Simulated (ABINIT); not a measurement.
**How the form of the self-energy moves the gap of MgO (Fm-3m)**

Aim: compare treatments of exchange, screening and correlation for the gap of MgO (Fm-3m).

Calculated with ABINIT 10.8.3; PBE and many-body steps on it, plane waves.

**What was measured.**

- Gap 7.83 eV: direct gap at Gamma, low temperature; bulk crystal (literature value) (quoted in “The Band-Gap Studies of Short-Period CdO/MgO Superlattices”, 2021, pmc:8035356).

- Gap 7.83 eV: literature experimental gap; bulk crystal (quoted in “Electronic structure of alkaline earth and post-transition metal oxides”, 2009, arxiv:0908.1581).

**1. The structure**

The structure is cubic, space group Fm-3m (No. 225). Conventional cell: a = 4.194 Å, b = 4.194 Å, c = 4.194 Å, α = 90.00°, β = 90.00°, γ = 90.00°. Nearest to Mg lie 6 O at 2.10 Å. Nearest to O lie 6 Mg at 2.10 Å. Farther neighbours and most contacts between anions are not listed.

The cell and positions are those that the Materials Project relaxed with its own functionals (PBE, PBE+U or r2SCAN), kept fixed.

**2. Empty states on the mesh, 6×6×6 mesh, 171 bands**

This step: ABINIT 10.8.3; DFT, PBE, plane waves, norm-conserving pseudopotentials.

The sums over transitions need many empty states on a uniform mesh; this step solves for them.

The input, run.abi:

```
acell 3*1.0 Angstrom
rprim 
  -0.000000000000 2.097001392700 2.097001392700
  2.097001392700 -0.000000000000 2.097001392700
  2.097001392700 2.097001392700 -0.000000000000
ntypat 2
znucl 12 8
natom 2
typat 1 2
xred 
  0.000000000000 0.000000000000 0.000000000000
  0.500000000000 0.500000000000 0.500000000000
pp_dirpath "pseudos"
pseudos "Mg.upf, O.upf"
ecut 38
ngkpt 6 6 6
nshiftk 1
shiftk 0 0 0
kptopt 1
chksymbreak 0
irdden 1
istwfk *1
nband 171
prtvol 0
optdriver 6
gwr_task "HDIAGO"
paral_kgb 0
occopt 1
indata_prefix "in"
outdata_prefix "out"
tmpdata_prefix "tmp"
```

On the command line:

```bash
OMP_NUM_THREADS=1 mpirun -n 4 abinit run.abi > log
```

Output:

```text
.Version 10.8.3 of ABINIT. v10.8.2 released Aug 2026.

 Symmetries : space group Fm -3 m (#225); Bravais cF (face-center cubic)
[... echo of the input left out ...]
== DATASET  1 ==================================================================
-   mpi_nproc: 4, omp_nthreads: 1 (-1 if OMP is not activated)

--- !DatasetInfo
iteration_state: {dtset: 1, }
dimensions: {natom: 2, nkpt: 16, mband: 171, nsppol: 1, nspinor: 1, nspden: 1, mpw: 1411, }
cutoff_energies: {ecut:  38.0, pawecutdg:  -1.0, }
[...]
Direct band gap semiconductor
 Fundamental gap:     4.895 (eV)
   VBM:     4.841 (eV) at k: [ 0.0000E+00,  0.0000E+00,  0.0000E+00]
   CBM:     9.736 (eV) at k: [ 0.0000E+00,  0.0000E+00,  0.0000E+00]
 Direct gap:         4.895 (eV) at k: [ 0.0000E+00,  0.0000E+00,  0.0000E+00]

== END DATASET(S) ==============================================================
================================================================================

 -outvars: echo values of variables after computation  --------
           etotal      0.0000000000E+00
            nband         171
             nkpt          16
          spgroup         225
 [... the other variables as echoed above ...]

 Calculation completed.
```

Wall time 11 s (4 MPI ranks of Arm Neoverse V1, shared host); peak memory 0.68 GiB.

Numbers from this step:

```yaml
gap: 4.895 eV
k_of_the_valence_top: 0, 0, 0
k_of_the_conduction_bottom: 0, 0, 0
least_direct_gap: 4.895 eV
k_points_computed: 16
lowest_point_of_the_top_converged_band_above_the_valence_top: 218.9456 eV
```

On this mesh the gap is 4.895 eV.

The density comes from a self-consistent run that is not shown.

**3. Screening, 6×6×6 mesh, 163 bands, screening to 304.8 eV**

The RPA dielectric matrix is built and inverted for each q.

This step: RPA screening on PBE, plane waves, norm-conserving pseudopotentials.

Changes to run.abi since step 2:

```diff
@@ -20,10 +20,11 @@
 chksymbreak 0
-irdden 1
 istwfk *1
-nband 171
-prtvol 0
-optdriver 6
-gwr_task "HDIAGO"
-paral_kgb 0
 occopt 1
+irdwfk 1
+optdriver 3
+nband 163
+ecuteps 11.2
+inclvkb 2
+awtr 1
+symchi 1
 indata_prefix "in"
```

Output:

```text
.Version 10.8.3 of ABINIT. v10.8.2 released Aug 2026.

 Symmetries : space group Fm -3 m (#225); Bravais cF (face-center cubic)
[... echo of the input left out ...]
== DATASET  1 ==================================================================
-   mpi_nproc: 4, omp_nthreads: 1 (-1 if OMP is not activated)

--- !DatasetInfo
iteration_state: {dtset: 1, }
dimensions: {natom: 2, nkpt: 16, mband: 163, nsppol: 1, nspinor: 1, nspden: 1, mpw: 1411, }
cutoff_energies: {ecut:  38.0, pawecutdg:  -1.0, }
electrons: {nelect:   1.60000000E+01, charge:   0.00000000E+00, occopt:   1.00000000E+00, tsmear:   1.00000000E-02, }

 SCREENING: Calculation of the susceptibility and dielectric matrices

 Based on a program developped by R.W. Godby, V. Olevano, G. Onida, and L. Reining.
 Incorporated in ABINIT by V. Olevano, G.-M. Rignanese, and M. Torrent.
.Using double precision arithmetic ; gwpc =  8

[... cell and pseudopotentials left out ...]
--------------------------------------------------------------------------------

 ==== K-mesh for the wavefunctions ====
 Number of points in the irreducible wedge :    16
[... list of points left out ...]
 Together with 48 symmetry operations and time-reversal symmetry
 yields   216 points in the full Brillouin Zone.

 ==== Q-mesh for the screening function ====
 Number of points in the irreducible wedge :    16
[... list of points left out ...]
 Together with 48 symmetry operations and time-reversal symmetry
 yields   216 points in the full Brillouin Zone.

 setmesh: FFT mesh size selected  =    24x   24x   24
          total number of points  =        13824

 vcoul_init : cutoff-mode = AUXILIARY_FUNCTION
 q-points for optical limit:   1
     1)      0.000010    0.000020    0.000030

- screening: taking advantage of time-reversal symmetry
- Maximum band index for partially occupied states nbvw = 8
- Remaining bands to be divided among processors   nbcw = 155
- Number of bands treated by each node ~38

 Number of electrons calculated from density =   16.0000; Expected =   16.0000
 average of density, n =  0.128557
 r_s =    1.2291
 omega_plasma =   34.5863 [eV]

 calculating chi0 at frequencies [eV] :
  1    0.000000E+00    0.000000E+00
  2    0.000000E+00    3.458631E+01

--------------------------------------------------------------------------------
  q-point number  1        q = ( 0.000000, 0.000000, 0.000000) [r.l.u.]
--------------------------------------------------------------------------------
[... chi0 elements left out ...]
 For q-point:  0.000010 0.000020 0.000030
  dielectric constant =   3.0176
  dielectric constant without local fields =   3.2383

  Average fulfillment of the sum rule on Im[epsilon] for q-point    1 :     86.14  [%]
[... wings left out ...]
  q-point number  2        q = ( 0.166667, 0.000000, 0.000000) [r.l.u.]
--------------------------------------------------------------------------------
[... chi0 elements left out ...]
  Average fulfillment of the sum rule on Im[epsilon] for q-point    2 :     97.25  [%]

 [... 14 further q-points ...]
```

Run time: 2.5 min. Hardware: 4 MPI ranks; peak memory 1.1 GiB; 9.9 min of CPU time.

This step gave:

* ε∞ with local fields, on this mesh, along the program's q direction: 3.018
* the same without local fields: 3.238
* plasma frequency: 34.59 eV
* plane waves in the screening matrix: 229

Local fields lower ε∞ by 7 %.

**4. G0W0, Godby-Needs plasmon pole**

The self-energy is evaluated for the states that the input lists, and the levels follow from it, in one-shot runs by the linearised quasiparticle equation.

This step: G0W0 on PBE, plane waves, norm-conserving pseudopotentials.

Changes to run.abi since step 3:

```diff
@@ -23,8 +23,15 @@
 irdwfk 1
-optdriver 3
+optdriver 4
 nband 163
+gwcalctyp 0
+ecutsigx 38
+symsigma 1
+nkptgw 1
+kptgw 
+  0.0000000000 0.0000000000 0.0000000000
+bdgw 
+  6 12
 ecuteps 11.2
-inclvkb 2
-awtr 1
-symchi 1
+irdscr 1
+ppmodel 1
 indata_prefix "in"
```

Output:

```text
.Version 10.8.3 of ABINIT. v10.8.2 released Aug 2026.

 Symmetries : space group Fm -3 m (#225); Bravais cF (face-center cubic)
[... echo of the input left out ...]
== DATASET  1 ==================================================================
-   mpi_nproc: 4, omp_nthreads: 1 (-1 if OMP is not activated)

--- !DatasetInfo
iteration_state: {dtset: 1, }
dimensions: {natom: 2, nkpt: 16, mband: 163, nsppol: 1, nspinor: 1, nspden: 1, mpw: 1411, }
cutoff_energies: {ecut:  38.0, pawecutdg:  -1.0, }
electrons: {nelect:   1.60000000E+01, charge:   0.00000000E+00, occopt:   1.00000000E+00, tsmear:   1.00000000E-02, }

 SIGMA: Calculation of the GW corrections

 Based on a program developped by R.W. Godby, V. Olevano, G. Onida, and L. Reining.
 Incorporated in ABINIT by V. Olevano, G.-M. Rignanese, and M. Torrent.
.Using double precision arithmetic ; gwpc =  8

[... cell and pseudopotentials left out ...]
--------------------------------------------------------------------------------

 ==== K-mesh for the wavefunctions ====
 Number of points in the irreducible wedge :    16
[... list of points left out ...]
 Together with 48 symmetry operations and time-reversal symmetry
 yields   216 points in the full Brillouin Zone.

 ==== Q-mesh for screening function ====
 Number of points in the irreducible wedge :    16
[... list of points left out ...]
 Together with 48 symmetry operations and time-reversal symmetry
 yields   216 points in the full Brillouin Zone.

 vcoul_init : cutoff-mode = AUXILIARY_FUNCTION
 q-points for optical limit:   1
     1)      0.000010    0.000020    0.000030
 setmesh: FFT mesh size selected  =    32x   32x   32
          total number of points  =        32768

 Number of electrons calculated from density =   16.0000; Expected =   16.0000
 average of density, n =  0.128557
 r_s =    1.2291
 omega_plasma =   34.5863 [eV]

 === KS Band Gaps ===
  >>>> For spin  1
   Minimum direct gap =   4.8948 [eV], located at k-point      :   0.0000  0.0000  0.0000
   Fundamental gap    =   4.8948 [eV], Top of valence bands at :   0.0000  0.0000  0.0000
                                       Bottom of conduction at :   0.0000  0.0000  0.0000
 SIGMA fundamental parameters:
 PLASMON POLE MODEL  1
 number of plane-waves for SigmaX                 1411
 number of plane-waves for SigmaC and W            229
 number of plane-waves for wavefunctions          1411
 number of bands                                   163
 number of independent spin polarizations            1
 number of spinorial components                      1
 number of k-points in IBZ                          16
 number of q-points in IBZ                          16
 number of symmetry operations                      48
 number of k-points in BZ                          216
 number of q-points in BZ                          216
 number of frequencies for dSigma/dE                 9
 frequency step for dSigma/dE [eV]                0.25
 number of omega for Sigma on real axis              0
 max omega for Sigma on real axis  [eV]           0.00
 zcut for avoiding poles [eV]                     0.10

 EPSILON^-1 parameters (SCR file):
 dimension of the eps^-1 matrix on file            229
 dimension of the eps^-1 matrix used               229
 number of plane-waves for wavefunctions          1411
 number of bands                                   163
 number of q-points in IBZ                          16
 number of frequencies                               2
 number of real frequencies                          1
 number of imag frequencies                          1

 matrix elements of self-energy operator (all in [eV])

 Perturbative Calculation

--- !SelfEnergy_ee
iteration_state: {dtset: 1, }
kpoint     : [   0.000,    0.000,    0.000, ]
spin       : 1
KS_gap     :    4.895
QP_gap     :    7.269
Delta_QP_KS:    2.374
data: !SigmaeeData |
     Band     E0 <VxcDFT>   SigX SigC(E0)      Z dSigC/dE  Sig(E)    E-E0       E
        6   4.841 -20.153 -25.631   3.575   0.807  -0.239 -21.689  -1.535   3.306
        7   4.841 -20.153 -25.631   3.575   0.807  -0.239 -21.689  -1.535   3.306
        8   4.841 -20.153 -25.631   3.575   0.807  -0.239 -21.689  -1.535   3.306
        9   9.736 -13.562  -8.944  -3.637   0.855  -0.170 -12.723   0.838  10.574
       10  20.877  -9.643  -3.728  -4.681   0.862  -0.160  -8.579   1.064  21.941
       11  20.877  -9.643  -3.728  -4.681   0.862  -0.160  -8.579   1.064  21.941
       12  20.877  -9.643  -3.728  -4.681   0.862  -0.160  -8.579   1.064  21.941

== END DATASET(S) ==============================================================
================================================================================

 -outvars: echo values of variables after computation  --------
           etotal      0.0000000000E+00
            nband         163
             nkpt          16
          spgroup         225
 [... the other variables as echoed above ...]

 Calculation completed.
```

The job ended after 14 s (4 MPI ranks; peak memory 1 GiB).

Numbers from this step:

* G0W0 gap on the points computed: 7.268 eV
* starting gap on the mesh: 4.895 eV
* k of the valence top: 0, 0, 0
* k of the conduction bottom: 0, 0, 0
* Z at the valence top: 0.807
* Z at the conduction bottom: 0.855
* least direct G0W0 gap on the computed points: 7.268 eV

The gap on the mesh goes from 4.89 eV to 7.27 eV, a correction of +2.37 eV.

**5. G0W0, Hybertsen-Louie plasmon pole**

Changes to run.abi since step 4:

```diff
@@ -35,3 +35,3 @@
 irdscr 1
-ppmodel 1
+ppmodel 2
 indata_prefix "in"
```

Output:

```text
.Version 10.8.3 of ABINIT. v10.8.2 released Aug 2026.

 Symmetries : space group Fm -3 m (#225); Bravais cF (face-center cubic)
[... echo of the input left out ...]
== DATASET  1 ==================================================================
-   mpi_nproc: 4, omp_nthreads: 1 (-1 if OMP is not activated)

--- !DatasetInfo
iteration_state: {dtset: 1, }
dimensions: {natom: 2, nkpt: 16, mband: 163, nsppol: 1, nspinor: 1, nspden: 1, mpw: 1411, }
cutoff_energies: {ecut:  38.0, pawecutdg:  -1.0, }
electrons: {nelect:   1.60000000E+01, charge:   0.00000000E+00, occopt:   1.00000000E+00, tsmear:   1.00000000E-02, }

 SIGMA: Calculation of the GW corrections

 Based on a program developped by R.W. Godby, V. Olevano, G. Onida, and L. Reining.
 Incorporated in ABINIT by V. Olevano, G.-M. Rignanese, and M. Torrent.
.Using double precision arithmetic ; gwpc =  8

[... cell and pseudopotentials left out ...]
--------------------------------------------------------------------------------

 ==== K-mesh for the wavefunctions ====
 Number of points in the irreducible wedge :    16
[... list of points left out ...]
 Together with 48 symmetry operations and time-reversal symmetry
 yields   216 points in the full Brillouin Zone.

 ==== Q-mesh for screening function ====
 Number of points in the irreducible wedge :    16
[... list of points left out ...]
 Together with 48 symmetry operations and time-reversal symmetry
 yields   216 points in the full Brillouin Zone.

 vcoul_init : cutoff-mode = AUXILIARY_FUNCTION
 q-points for optical limit:   1
     1)      0.000010    0.000020    0.000030
 setmesh: FFT mesh size selected  =    32x   32x   32
          total number of points  =        32768

 Number of electrons calculated from density =   16.0000; Expected =   16.0000
[...]
number of q-points in BZ                          216
 number of frequencies for dSigma/dE                 9
 frequency step for dSigma/dE [eV]                0.25
 number of omega for Sigma on real axis              0
 max omega for Sigma on real axis  [eV]           0.00
 zcut for avoiding poles [eV]                     0.10

 EPSILON^-1 parameters (SCR file):
 dimension of the eps^-1 matrix on file            229
 dimension of the eps^-1 matrix used               229
 number of plane-waves for wavefunctions          1411
 number of bands                                   163
 number of q-points in IBZ                          16
 number of frequencies                               2
 number of real frequencies                          1
 number of imag frequencies                          1

 matrix elements of self-energy operator (all in [eV])

 Perturbative Calculation

--- !SelfEnergy_ee
iteration_state: {dtset: 1, }
kpoint     : [   0.000,    0.000,    0.000, ]
spin       : 1
KS_gap     :    4.895
QP_gap     :    7.703
Delta_QP_KS:    2.809
data: !SigmaeeData |
     Band     E0 <VxcDFT>   SigX SigC(E0)      Z dSigC/dE  Sig(E)    E-E0       E
        6   4.841 -20.153 -25.631   2.716   0.885  -0.130 -22.598  -2.444   2.397
        7   4.841 -20.153 -25.631   2.716   0.885  -0.130 -22.598  -2.444   2.397
        8   4.841 -20.153 -25.631   2.716   0.885  -0.130 -22.598  -2.444   2.397
        9   9.736 -13.562  -8.944  -4.212   0.899  -0.112 -13.197   0.364  10.100
       10  20.877  -9.643  -3.728  -5.099   0.905  -0.105  -8.905   0.738  21.615
       11  20.877  -9.643  -3.728  -5.099   0.905  -0.105  -8.905   0.738  21.615
       12  20.877  -9.643  -3.728  -5.099   0.905  -0.105  -8.905   0.738  21.615

== END DATASET(S) ==============================================================
================================================================================

 -outvars: echo values of variables after computation  --------
           etotal      0.0000000000E+00
            nband         163
             nkpt          16
          spgroup         225
 [... the other variables as echoed above ...]

 Calculation completed.
```

Run time: 13 s. Hardware: 4 MPI ranks; peak memory 1 GiB; 54 s of CPU time.

This step gave:

| Property | Result |
| --- | --- |
| G0W0 gap on the points computed | 7.703 eV |
| starting gap on the mesh | 4.895 eV |
| k of the valence top | 0, 0, 0 |
| k of the conduction bottom | 0, 0, 0 |
| Z at the valence top | 0.885 |
| Z at the conduction bottom | 0.899 |
| least direct G0W0 gap on the computed points | 7.703 eV |

Against G0W0 in ABINIT (6×6×6 mesh, 163 bands, screening to 304.8 eV, Godby-Needs plasmon pole), the gap moves by +0.435 eV.

**6. G0W0, von der Linden-Horsch plasmon pole**

Changes to run.abi since step 5:

```diff
@@ -35,3 +35,3 @@
 irdscr 1
-ppmodel 2
+ppmodel 3
 indata_prefix "in"
```

Output:

```text
.Version 10.8.3 of ABINIT. v10.8.2 released Aug 2026.

 Symmetries : space group Fm -3 m (#225); Bravais cF (face-center cubic)
[... echo of the input left out ...]
== DATASET  1 ==================================================================
-   mpi_nproc: 4, omp_nthreads: 1 (-1 if OMP is not activated)

--- !DatasetInfo
iteration_state: {dtset: 1, }
dimensions: {natom: 2, nkpt: 16, mband: 163, nsppol: 1, nspinor: 1, nspden: 1, mpw: 1411, }
cutoff_energies: {ecut:  38.0, pawecutdg:  -1.0, }
[...]
10  20.877  -9.643  -3.728  -5.161   0.921  -0.086  -8.949   0.695  21.571
       11  20.877  -9.643  -3.728  -5.161   0.921  -0.086  -8.949   0.695  21.571
       12  20.877  -9.643  -3.728  -5.161   0.921  -0.086  -8.949   0.695  21.571

== END DATASET(S) ==============================================================
================================================================================

 -outvars: echo values of variables after computation  --------
           etotal      0.0000000000E+00
            nband         163
             nkpt          16
          spgroup         225
 [... the other variables as echoed above ...]

 Calculation completed.
```

Run time: 6.5 s. Hardware: 4 MPI ranks; peak memory 0.99 GiB.

This step gave:

```
G0W0 gap on the points computed              : 7.524 eV
starting gap on the mesh                     : 4.895 eV
k of the valence top                         : 0, 0, 0
k of the conduction bottom                   : 0, 0, 0
least direct G0W0 gap on the computed points : 7.524 eV
```

Against G0W0 in ABINIT (6×6×6 mesh, 163 bands, screening to 304.8 eV, Godby-Needs plasmon pole), the gap moves by +0.256 eV.

**7. G0W0, Engel-Farid plasmon pole**

Changes to run.abi since step 6:

```diff
@@ -35,3 +35,3 @@
 irdscr 1
-ppmodel 3
+ppmodel 4
 indata_prefix "in"
```

Output:

```text
.Version 10.8.3 of ABINIT. v10.8.2 released Aug 2026.

 Symmetries : space group Fm -3 m (#225); Bravais cF (face-center cubic)
[... echo of the input left out ...]
== DATASET  1 ==================================================================
-   mpi_nproc: 4, omp_nthreads: 1 (-1 if OMP is not activated)

--- !DatasetInfo
iteration_state: {dtset: 1, }
dimensions: {natom: 2, nkpt: 16, mband: 163, nsppol: 1, nspinor: 1, nspden: 1, mpw: 1411, }
cutoff_energies: {ecut:  38.0, pawecutdg:  -1.0, }
[...]
10  20.877  -9.643  -3.728  -4.828   0.876  -0.141  -8.691   0.952  21.829
       11  20.877  -9.643  -3.728  -4.828   0.876  -0.141  -8.691   0.952  21.829
       12  20.877  -9.643  -3.728  -4.828   0.876  -0.141  -8.691   0.952  21.829

== END DATASET(S) ==============================================================
================================================================================

 -outvars: echo values of variables after computation  --------
           etotal      0.0000000000E+00
            nband         163
             nkpt          16
          spgroup         225
 [... the other variables as echoed above ...]

 Calculation completed.
```

Elapsed: 6.6 s, on 4 MPI ranks; peak memory 0.98 GiB.

Numbers from this step:

| Item | Value |
| --- | --- |
| G0W0 gap on the points computed | 7.413 eV |
| starting gap on the mesh | 4.895 eV |
| k of the valence top | 0, 0, 0 |
| k of the conduction bottom | 0, 0, 0 |
| least direct G0W0 gap on the computed points | 7.413 eV |

Against G0W0 in ABINIT (6×6×6 mesh, 163 bands, screening to 304.8 eV, Godby-Needs plasmon pole), the gap moves by +0.145 eV.

[end of part 1 of 2]

[Paths, hosts, dates, memory and timing lines, banners, echoed tables and standing remarks are left out of the program output.]

[Logs are printed without paths, hosts, clocks, repeated set-up lines and the standing remarks that a program may print on its own settings, such as how far it seeks lower states.]

[Runs of the session that timed out or met a known fault of the program may be left out.]

[No measured gap is set beside runs whose start may be inverted or whose files or cutoffs have a known fault.]

[Hosts, paths, dates, database ids (printed as entryN), source tags and the programs' standing remarks are cut or masked in the printed files.]

[G0W0 gaps are taken among the corrected bands and points alone; a level outside them can change the order at an edge.]

[Where Ansatz stands beside ABINIT at settings called matched, ABINIT's density can come from a denser mesh and the files from another edition; pairs whose starting gaps differed by over 0.03 eV were left out, so agreement reads better than it is.]
